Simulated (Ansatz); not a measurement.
# linear Al chain under tension and compression, part 3 of 3

Does stretching change the magnetism or the channel count of the linear Al chain?

Ansatz 0.2.0; DFT LDA, plane waves, PAW; relaxation of a chain's period (the session's first sound run).

So far, conductance of the lead as this run defines it (G₀): step 3 (At a set period, period over the relaxed period 0.88 …) 2.00; step 7 (period over the relaxed period 1.04, k-mesh 1×1×33) 2.00; step 8 (period over the relaxed period 1.08, k-mesh 1×1×31) 3.00; step 9 (period over the relaxed period 1.13, k-mesh 1×1×30) 3.00; step 10 (period over the relaxed period 1.2, k-mesh 1×1×28) 2.06. Also absolute moment (μB): step 10 0.670.

## 11. At a set period, period over the relaxed period 1.3, k-mesh 1×1×26 (continued)

Level of this step: DFT LDA, plane waves, PAW; channels and complex bands of a perfect chain (Ansatz).

Open channels of the lead against energy, zero at the Fermi level:

| energy (eV) | spin up | spin down |
| --- | --- | --- |
| -1.405 | 0 | 0 |
| -1.300 | 1 | 0 |
| -1.195 | 1 | 0 |
| -1.090 | 1 | 0 |
| -0.985 | 1 | 1 |
| -0.915 | 1 | 1 |
| -0.810 | 1 | 1 |
| -0.705 | 1 | 1 |
| -0.600 | 1 | 1 |
| -0.495 | 1 | 1 |
| -0.390 | 1 | 1 |
| -0.285 | 3 | 1 |
| -0.215 | 3 | 1 |
| -0.110 | 3 | 1 |
| -0.005 | 3 | 1 |
| 0.100 | 3 | 1 |
| 0.205 | 3 | 3 |
| 0.310 | 3 | 3 |
| 0.415 | 3 | 3 |
| 0.485 | 3 | 3 |
| 0.590 | 3 | 3 |
| 0.695 | 3 | 3 |
| 0.800 | 3 | 3 |
| 0.905 | 3 | 3 |
| 1.010 | 3 | 3 |
| 1.115 | 3 | 3 |
| 1.185 | 3 | 3 |
| 1.290 | 3 | 3 |
| 1.395 | 3 | 3 |
| 1.500 | 3 | 3 |
| 1.605 | 3 | 3 |
| 1.710 | 3 | 3 |
| 1.815 | 3 | 3 |
| 1.885 | 3 | 3 |

At the computed energy nearest the Fermi level there are 3 spin-up and 1 spin-down channels, and the thermal average gives 2.00 G₀. The change of length costs 0.446 eV a cell and leaves an absolute moment of 0.60 μB a cell.

## 12. The series together

Times are for 4 threads of Arm Neoverse V2, shared host. The runs compared:

| no. | period over the relaxed period | conductance of the lead as this run defines it (G₀) | absolute moment (μB) | energy at zero smearing less the lowest (eV) | time | memory (GiB) |
| --- | --- | --- | --- | --- | --- | --- |
| 1 | 0.88 | 2.000 | 0 | 0.5537 | 12 s | 0.35 |
| 2 | 0.92 | 2.000 | 0 | 0.2183 | 11 s | 0.35 |
| 3 | 0.96 | 2.000 | 0 | 0.04840 | 11 s | 0.35 |
| 4 | 1 | 2.000 | 0 | 0 | 11 s | 0.35 |
| 5 | 1.04 | 2.000 | 0 | 0.03754 | 14 s | 0.4 |
| 6 | 1.08 | 3.000 | 0 | 0.1089 | 12 s | 0.39 |
| 7 | 1.13 | 2.999 | 0 | 0.1799 | 12 s | 0.39 |
| 8 | 1.2 | 2.059 | 0.6704 | 0.2811 | 9.7 s | 0.36 |
| 9 | 1.3 | 2.002 | 0.6008 | 0.4464 | 10 s | 0.37 |

## 13. A repeat with changed settings

This step: DFT LDA, plane waves, PAW; channels and complex bands of a perfect chain; changed: scf.mixing.preconditioner = "ldos", scf.lower_state_search = "light" (Ansatz 0.2.0).

The atoms of the run at the relaxed period are kept and the input is varied, to see whether the result depends on it.

The input, input.yaml:

```yaml
crystal:
  lattice:
    - [7.5, 0.0, 0.0]
    - [0.0, 7.5, 0.0]
    - [0.0, 0.0, 2.3895479575]
  atoms:
    - { symbol: Al, position: [0.5, 0.5, 0.0], spin: 0.5 }
magnetization:
  spin_polarized: true
kpoints:
  mp_grid: { grid: [1, 1, 34] }
scf:
  occupations: { method: fermi_dirac, width: 0.05 }
  mixing: { preconditioner: ldos }
  lower_state_search: light
hamiltonian:
  xc: lda
output:
  transmission:
    e_range: [-2, 2]
    de: 0.035
    kmesh: [1, 1]
    reduced_basis: true
    leads: [[0, 0]]
  stress: true
```

Run with:

```
ansatz run input.yaml --threads 4 --pin off --max-ram 8192MiB --backend cpu --events-out ev --progress --plain --runs-dir out
```

Numbers of over 12 decimals in the logs are rounded to 6 here.

What it wrote:

```text
[...]
Crystal: 1 atoms, lattice volume = 134.412 Å³
Basis set: ecut = 420 eV, 2615 PW (Γ)
Bands: 6, of which v1, the nominal top of the filled ones, is band 2 counted from 1 (1 counted from 0)
Symmetry: 16 space group operations
[...]
k-points: 18 of 34
[...]
Starting moments: Σ|m| = 0.5 μB on 1 of 1 site
[...]
SCF iter   1: F=—  HF=-510.867696 eV  |F-HF|=—  |Δ(HF+E_count)|=         —  Δρ=9.37e-3 (↑7.26e-3 ↓9.37e-3)  dr2=5.25e-1  dr2_m=7.56e-3  M=0.269 μB ∫|m|=0.269 μB  β_m=0.30  ethr=3.10e-3  ⟨swp⟩=6.6  Hψ=2480  notcnv=0
[...]
SCF iter  13: F=-510.699922 eV  HF=-510.699922 eV  |F-HF|=1.48e-12  |Δ(HF+E_count)|=  3.52e-10  Δρ=4.61e-8 (↑3.45e-8 ↓4.61e-8)  dr2=1.42e-11  dr2_m=1.57e-13  M=-0.000 μB ∫|m|=0.000 μB  ethr=5.38e-12  ⟨swp⟩=2.1  Hψ=370  notcnv=0
SCF 1 converged in 13 iterations: F = -510.699922 eV  dr2 = 1.42e-11
[...]
transmission: 6 of 36 steps passed
transmission: 9 of 36 steps passed
[...]
transmission: 36 of 36 steps passed
SCF converged after 13 iterations
Magnetization: -0.0000 μB (1.5000 up, 1.5000 down)
Absolute magnetization: 0.0000 μB (∫|ρ↑−ρ↓|, with the PAW one-centre terms)
[...]
Per-site moments (μB) at R_I (Å): [(-2.591204316378859e-7, 0.985689)]
Free energy (F): -510.699922 eV
[...]
Internal energy: -510.688981 eV  (E = F + TS)
E sigma→0 (E₀):  -510.694451 eV
Entropy (-TS):   -0.010941 eV (-10.941 meV/atom)
Fermi energy:    -2.659692 eV
[...]
--- Stress (GPa, compression-positive) ---
        0.206518       0.000000       0.000000
        0.000000       0.206518       0.000000
        0.000000       0.000000       0.027913
  P = ⅓ Tr σ = 0.1470 GPa (1.470 kbar)
--- Band table (eV; the first three rows and the last of 36) ---
[...]
--- Transmission ---
  basis      : 497 plane waves across, 3 finite elements along
  points     : 1, standing for a mesh of 1 x 1
[...]
crystal 0  : Al1, at the sites [0, 0], period 2.3895 Å: whole cells are its period
[...]
filled         : 2.0 meV over the level at which it is neutral
    channels       : 2.000000e0 up, 2.000000e0 down
[...]
```

It took 10 s on 4 threads of Arm Neoverse V2, shared host; peak memory 0.35 GiB; 33 s of CPU time.

Numbers from this step:

* energy at zero smearing: -510.6945 eV
* channels at the energy nearest the Fermi level, spin up: 2
* channels at the energy nearest the Fermi level, spin down: 2
* conductance of the lead as this run defines it: 2.000 G₀

Open channels of the lead against energy, zero at the Fermi level:

| energy (eV) | spin up | spin down |
| --- | --- | --- |
| -2.000 | 1 | 1 |
| -1.790 | 1 | 1 |
| -1.615 | 1 | 1 |
| -1.405 | 1 | 1 |
| -1.195 | 0 | 0 |
| -0.985 | 0 | 0 |
| -0.810 | 0 | 0 |
| -0.600 | 0 | 0 |
| -0.390 | 0 | 0 |
| -0.215 | 2 | 2 |
| -0.005 | 2 | 2 |
| 0.205 | 2 | 2 |
| 0.415 | 2 | 2 |
| 0.590 | 2 | 2 |
| 0.800 | 2 | 2 |
| 1.010 | 3 | 3 |
| 1.185 | 3 | 3 |
| 1.395 | 3 | 3 |
| 1.605 | 3 | 3 |
| 1.815 | 3 | 3 |

It took 10 s against 11 s for the run it varies, and the conductance is 2.00 G₀ against 2.00 G₀.

The channels at the energy nearest the Fermi level, spin up, channels at the energy nearest the Fermi level, spin down and conductance of the lead as this run defines it stay within 0.2 % plus 0.001 of the run it varies.

Against step 6 (now other mixing and other search for a lower state), the conductance of the lead as this run defines it stays at 2.00 G₀ and the free energy stays within 0.05 meV an atom. No moment survives the cycle: this start ends non-magnetic.

## 14. Outcome

| Quantity | Value |
| --- | --- |
| relaxed cell length | 2.390 Å |
| conductance at period × 0.88 | 2.00 G₀ |
| conductance at period × 1.0 | 2.00 G₀ |
| conductance at period × 1.13 | 3.00 G₀ |
| conductance at period × 1.3 | 2.00 G₀ |
| absolute moment at period × 0.88 | 0 μB |
| absolute moment at period × 1.0 | 0 μB |
| absolute moment at period × 1.3 | 0.601 μB |

**Reading.** In these runs no moment survives at the shortest period, and one is present from a factor of 1.2 on: longer bonds narrow the bands, which favours exchange splitting. Transport is coherent and elastic here: the atoms are frozen, so scattering by vibrations plays no part. No search over magnetic orders was made; another may lie lower. For the perfect chain only parallel moments were started; its antiparallel and spiral orders were not tested. Conductances of a perfect chain off the multiples of half a G0 come from band edges within the thermal window; the square box also splits pairs of bands that an isolated chain keeps degenerate, which moves such edges. The lead's cell of one atom keeps the chain straight and evenly spaced; a zigzag or dimerised form may lie lower.

[Logs are printed without paths, hosts, clocks, repeated set-up lines and the standing remarks that a program may print on its own settings, such as how far it seeks lower states.]

[Hosts, paths, dates, database ids (printed as entryN), source tags and the programs' standing remarks are cut or masked in the printed files.]
